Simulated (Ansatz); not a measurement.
# BN (F-43m): phonons and vibrational spectra

Aim: the phonons of BN (F-43m) at a cell relaxed beforehand at this level. After the zone centre comes a 4×4×4 q mesh on a 12×12×12 k mesh.

Program: Ansatz 0.2.0. Level of theory: DFT LDA, scalar-relativistic, plane waves, PAW. Results are calculated unless marked as measured.

**Measured values to reproduce.**

For BN, zinc blende (cubic) (commercial high-pressure high-temperature grown grain, about 200 um), “Strong Confinment of optical fields using localised surface phonon polaritons in cubic Boron Nitride” (2018, arxiv:1812.11146) gives, by Raman scattering, 488 nm excitation: Raman mode (TO phonon at Gamma) 1056 cm⁻¹.

**1. The structure**

Symmetry: F-43m, No. 216, cubic system. The conventional cell has a = 3.581 Å, b = 3.581 Å, c = 3.581 Å, α = 90.00°, β = 90.00°, γ = 90.00°. B has 4 N at 1.55 Å nearest. Nearest to N lie 4 B at 1.55 Å. Farther neighbours and most contacts between anions are not listed.

**2. Zone-centre response**

The cell comes from relaxations at this level that are not shown. The zone centre comes first: it holds the modes that light can see, as far as symmetry allows. The response to a homogeneous field gives the Born charges and the dielectric tensor.

Contents of input.yaml:

```yaml
crystal:
  lattice:
    - [0.0, 1.7902743999, 1.7902743999]
    - [1.7902743999, 0.0, 1.7902743999]
    - [1.7902743999, 1.7902743999, 0.0]
  atoms:
    - { symbol: B, position: [0.0, 0.0, 0.0] }
    - { symbol: "N", position: [0.75, 0.75, 0.75] }
kpoints:
  mp_grid: { grid: [12, 12, 12] }
hamiltonian:
  xc: lda
scf:
  occupations: { method: fixed }
output:
  eigenvalues: true
phonons:
  method: dfpt
  dielectric: true
  rigid_motions: translations
```

Started as:

```
> ansatz run input.yaml --threads 4 --pin off --max-ram 7168MiB --backend cpu --events-out ev --progress --plain --runs-dir out
```

Numbers of over 12 decimals in the logs are rounded to 6 here.

The log of the run:

```text
Engine: ansatz 0.2.0, aarch64-unknown-linux-gnu
Pseudopotentials: kind: paw
Pseudopotential: B, paw, valence charge 3, recommended cutoff 420 eV (normal), B.paw.azcp
Pseudopotential: N, paw, valence charge 5, recommended cutoff 420 eV (normal), N.paw.azcp
Functional definition: SPW92
  exchange = slater_x
  correlation = pw_c
Crystal: 2 atoms, lattice volume = 11.476 Å³
Basis set: ecut = 420 eV, 229 PW (Γ), exchange–correlation on 36×36×36 points (8 copies of the dense FFT grid, shifted against one another)
Bands: 8, of which v1, the nominal top of the filled ones, is band 4 counted from 1 (3 counted from 0)
Symmetry: 24 space group operations
k-points: 280 of 1728 (irreducible under 4 space group operations, time reversal used)
Non-local potential: B, projectors of the file, l = 0: 2, l = 1: 2, l = 2: 1
Non-local potential: N, projectors of the file, l = 0: 2, l = 1: 2, l = 2: 1
PAW form: soft (Blöchl's): semilocal exchange-correlation on the pseudo side does not see the compensation charge
PAW frozen core: B, regenerated for the run's functional, and the local potential with it (the file was generated under x = pbe(κ = 0.804, μ = 0.219515), c = pbe(β = 0.066725))
PAW frozen core: N, regenerated for the run's functional, and the local potential with it (the file was generated under x = pbe(κ = 0.804, μ = 0.219515), c = pbe(β = 0.066725))
PAW one-centre angular grid: B, 110 points (default); XC on 64 Gauss nodes
PAW one-centre angular grid: N, 110 points (default); XC on 64 Gauss nodes
Initial density: superposition of atomic densities (neutral atoms: chi_scale 0, normalization atom), corrected by the library's trained network
Initial wavefunctions: pseudopotential atomic-orbital guess
Functional: x = slater, c = lda
SCF iter   1: F=—  HF=-526.470269 eV  |F-HF|=—  |Δ(HF+E_count)|=         —  Δρ=7.92e-3  dr2=5.28e-3  ethr=1.77e-3  ⟨swp⟩=3.9  Hψ=12733  notcnv=0  defer=448
preconditioner: auto → none  [insulator: Δε(μ)=4.330 eV  Ē_g=20.229 eV  n_scr=0 (ndim 8)  ℏωp=31.0 eV  f_vac=0.000  ε∞_Penn≈3.3]
SCF iter   2: F=—  HF=-526.468770 eV  |F-HF|=—  |Δ(HF+E_count)|=   1.50e-3  Δρ=3.29e-3  dr2=4.54e-4  ethr=6.60e-5  ⟨swp⟩=2.1  Hψ=5139  notcnv=0  defer=543
SCF iter   3: F=—  HF=-526.468630 eV  |F-HF|=—  |Δ(HF+E_count)|=   1.41e-4  Δρ=1.39e-3  dr2=7.18e-5  ethr=5.67e-6  ⟨swp⟩=2.9  Hψ=3847  notcnv=0  defer=543
SCF iter   4: F=—  HF=-526.468608 eV  |F-HF|=—  |Δ(HF+E_count)|=   2.13e-5  Δρ=2.93e-4  dr2=3.10e-6  ethr=8.98e-7  ⟨swp⟩=1.0  Hψ=2240  notcnv=0
SCF iter   5: F=—  HF=-526.468608 eV  |F-HF|=—  |Δ(HF+E_count)|=   4.63e-7  Δρ=2.69e-5  dr2=3.00e-8  ethr=3.88e-8  ⟨swp⟩=1.1  Hψ=2374  notcnv=0
SCF iter   6: F=—  HF=-526.468608 eV  |F-HF|=—  |Δ(HF+E_count)|=   5.33e-7  Δρ=1.64e-6  dr2=6.98e-11  ethr=1.25e-12  ⟨swp⟩=5.3  Hψ=11395  notcnv=0
SCF iter   7: F=-526.468608 eV  HF=-526.468608 eV  |F-HF|=3.41e-13  |Δ(HF+E_count)|=  1.36e-11  Δρ=1.36e-7  dr2=7.68e-13  ethr=1.00e-12  ⟨swp⟩=4.0  Hψ=8772  notcnv=0
SCF 1 converged in 7 iterations: F = -526.468608 eV  dr2 = 7.68e-13
  greatest PAW one-centre occupation: 0.782 electrons in one spin orbital (limit 2), on the N atom at site 1 (counted from 0), in its partial waves of l = 0
NSCF: frozen V_eff on 1 k-points
DFPT response loops at Γ: preconditioner auto → none (the input reference at scf.mixing.eps_inf says where Resta's filter doesn't serve); β = 0.50; Broyden in place of MSR1
SCF converged after 7 iterations
Free energy (F): -526.468608 eV
Harris-Foulkes:  -526.468608 eV  (|F-HF|=3.41e-13)
Internal energy: -526.468608 eV  (E = F + TS)
E sigma→0 (E₀):  -526.468608 eV
Fermi energy:    11.392860 eV
--- Per-component energies (eV) ---
  E_band       = 27.370052
  E_kinetic    = 186.871790
  E_local      = -173.756720  (includes V_loc(G=0)·N_el)
  E_nonlocal   = 58.775656
  E_hartree    = 47.868908
  E_xc         = -92.988224
  E_vxc        = -116.099661  (∫ρ·V_xc dr)
  E_paw        = -191.533051  (= ΣΔE_a)
  E_vpaw       = -24.158925  (= ΣTr[D̂ρ^β])
  E_aug_tail   = 0.000098  (compensation charges beyond the density's cutoff)
  E_ewald      = -361.832943
  E_core_change = 0.125878  (= ΣΔE_core)
  E_smearing   = -0.000000  (= −TS)
  E_closure    = 0.000000  (closes the sum)
  Σ components = -526.468608   (vs F -526.468608, Δ=0.00e0)
--- Band table (eV; the first three rows and the last of 280) ---
  k-point 0: bands = ["-9.0137", "11.3929", "11.3929", "11.3929", "20.2226", "20.2226", "20.2226", "22.2691"]
  k-point 1: bands = ["-8.8401", "10.4690", "11.2029", "11.2029", "20.4874", "20.5049", "20.5049", "22.7861"]
  k-point 2: bands = ["-8.3251", "8.3380", "10.7474", "10.7474", "20.9145", "21.1580", "21.1580", "24.0154"]
  k-point 279: bands = ["-2.8231", "3.7613", "4.1477", "4.6263", "20.9567", "24.9551", "25.8241", "26.4989"]
--- Phonons (Γ-DFPT): 2 representative perturbations + reference, on 280 of 1728 k-points (Σ response iterations 6) ---
  k mesh reduced under 4 symmetry operations, with k and −k counted as one. Each operation leaves every solved perturbation unchanged. A smaller set is not considered because the run solves the response to a homogeneous field
  ASR residual: 5.497e-5 → 0.000e0 eV/Å²; symmetrization residual: 4.125e-7 eV/Å²
  ASR residual per site (eV/Å²): 5.50e-5 1.40e-5
  Γ frequencies (cm⁻¹): 0.00 0.00 0.00 1067.97 1067.97 1067.97
  ε∞ (high-frequency dielectric tensor):
        4.565625     0.000000     0.000000
       -0.000000     4.565625     0.000000
        0.000000     0.000000     4.565625
  ε⁰ (static dielectric tensor: ions relaxed, cell fixed):
        6.739033     0.000000     0.000000
       -0.000000     6.739033    -0.000000
        0.000000    -0.000000     6.739033
  ε⁰ − ε∞ (ionic part):
        2.173408     0.000000     0.000000
        0.000000     2.173408    -0.000000
        0.000000    -0.000000     2.173408
  softest optical mode at Γ: 1067.97 cm⁻¹; the repairs (sum rule, projections) moved no ω² at Γ by more than (1.20 cm⁻¹)²
  Born effective charges Z* (e; rows j = field, columns β = displacement):
    site 0:
         1.87812   -0.00000    0.00000
         0.00000    1.87812   -0.00000
         0.00000   -0.00000    1.87812
    site 1:
        -1.87812    0.00000   -0.00000
        -0.00000   -1.87812    0.00000
        -0.00000    0.00000   -1.87812
  Z* charge neutrality: 1.676e-6 e pre-enforcement
  k-mesh period / interband length: 30.4 Å / 1.29 Å = 23.54 at k = (0.0000, -0.5000, -0.5000), direct gap 9.463 eV — 14 or more, which is no proof of convergence
  optical modes at Γ without the LO–TO term, one row a degenerate level:
      ω (cm⁻¹)  modes    IR ((D/Å)²/amu)
       1067.97      3            40.0137
  optical modes at Γ + LO–TO along q̂ = [1.0000, 0.0000, 0.0000]:
      ω (cm⁻¹)  modes    IR ((D/Å)²/amu)
       1067.97      2            26.6758
       1297.50      1            13.3379
  optical modes at Γ + LO–TO along q̂ = [0.0000, 1.0000, 0.0000]:
      ω (cm⁻¹)  modes    IR ((D/Å)²/amu)
       1067.97      2            26.6758
       1297.50      1            13.3379
  optical modes at Γ + LO–TO along q̂ = [0.0000, 0.0000, 1.0000]:
      ω (cm⁻¹)  modes    IR ((D/Å)²/amu)
       1067.97      2            26.6758
       1297.50      1            13.3379
```

Elapsed: 3.2 s, on 4 threads of Arm Neoverse V2, shared host; peak memory 0.36 GiB.

This step gave:

| Quantity | Value |
| --- | --- |
| gap on the k-mesh | 4.392 eV |
| volume per atom | 5.738 Å³ |
| sum-rule residual before enforcement | 5.50e-5 eV/Å² |
| miss of the charge sum rule | 1.68e-6 e |
| point group | -43m |
| highest optical mode at the zone centre (no LO-TO term) | 1068 cm⁻¹ |
| lowest optical zone-centre mode | 1068 cm⁻¹ |
| mean high-frequency dielectric constant | 4.566 |
| largest Born charge (third of the trace) | 1.878 e |
| mean static dielectric constant | 6.739 |
| top of the zone-centre spectrum with the field | 1298 cm⁻¹ |

Without the LO-TO term. Patterns of degenerate modes are one choice out of their space. Modes at Γ, with each element's share of the kinetic energy:

| mode | frequency (cm⁻¹) | symmetry | B % | N % |
| --- | --- | --- | --- | --- |
| 1 | 0.0 | acoustic | 44 | 56 |
| 2 | 0.0 | acoustic | 44 | 56 |
| 3 | 0.0 | acoustic | 44 | 56 |
| 4 | 1068.0 | T2 | 56 | 44 |
| 5 | 1068.0 | T2 | 56 | 44 |
| 6 | 1068.0 | T2 | 56 | 44 |

Displacements in mode 5 (1068.0 cm⁻¹), the largest set to 1:
```
B1   0.00  0.03  1.00
N2   0.00 -0.03 -0.77
```

Optical modes at the zone centre, without and with the macroscopic field of the longitudinal modes; each column is sorted by frequency, so a row need not hold one and the same mode. Modes with and without the field, by row:

| rank among optical modes | no field (cm⁻¹) | q along (1, 0, 0) (cm⁻¹) |
| --- | --- | --- |
| 1 | 1068 | 1068 |
| 2 | 1068 | 1068 |
| 3 | 1068 | 1298 |

Born charge (rows field, columns displacement) (e), principal values of the symmetric part by kind of site:

| atom | atoms with these values | low | middle | high | mean |
| --- | --- | --- | --- | --- | --- |
| B1 | 1 | 1.88 | 1.88 | 1.88 | 1.88 |
| N2 | 1 | -1.88 | -1.88 | -1.88 | -1.88 |

In full for N2:

```
-1.88  0.00  0.00
 0.00 -1.88  0.00
 0.00  0.00 -1.88
```

High-frequency dielectric tensor:

```
4.57 0.00 0.00
0.00 4.57 0.00
0.00 0.00 4.57
```

Static dielectric tensor (ions relaxed, fixed cell):

```
6.74 0.00 0.00
0.00 6.74 0.00
0.00 0.00 6.74
```

Transverse modes. Lines of the infrared spectrum (strongest = 100):

| position (cm⁻¹) | label | relative intensity |
| --- | --- | --- |
| 1068 | T2 | 100 |

Before it was imposed, the acoustic sum rule was missed by 5.5e-5 eV/Å² and the charge sum rule by 1.7e-6 e. Small misses are needed for a sound result but don't prove that mesh and cutoff are converged. The lowest optical mode is real, 1068 cm⁻¹.

(Part 1 of 3 ends here.)

[Logs are printed without paths, hosts, clocks, repeated set-up lines and the standing remarks that a program may print on its own settings, such as how far it seeks lower states.]

[Hosts, paths, dates, database ids (printed as entryN), source tags and the programs' standing remarks are cut or masked in the printed files.]
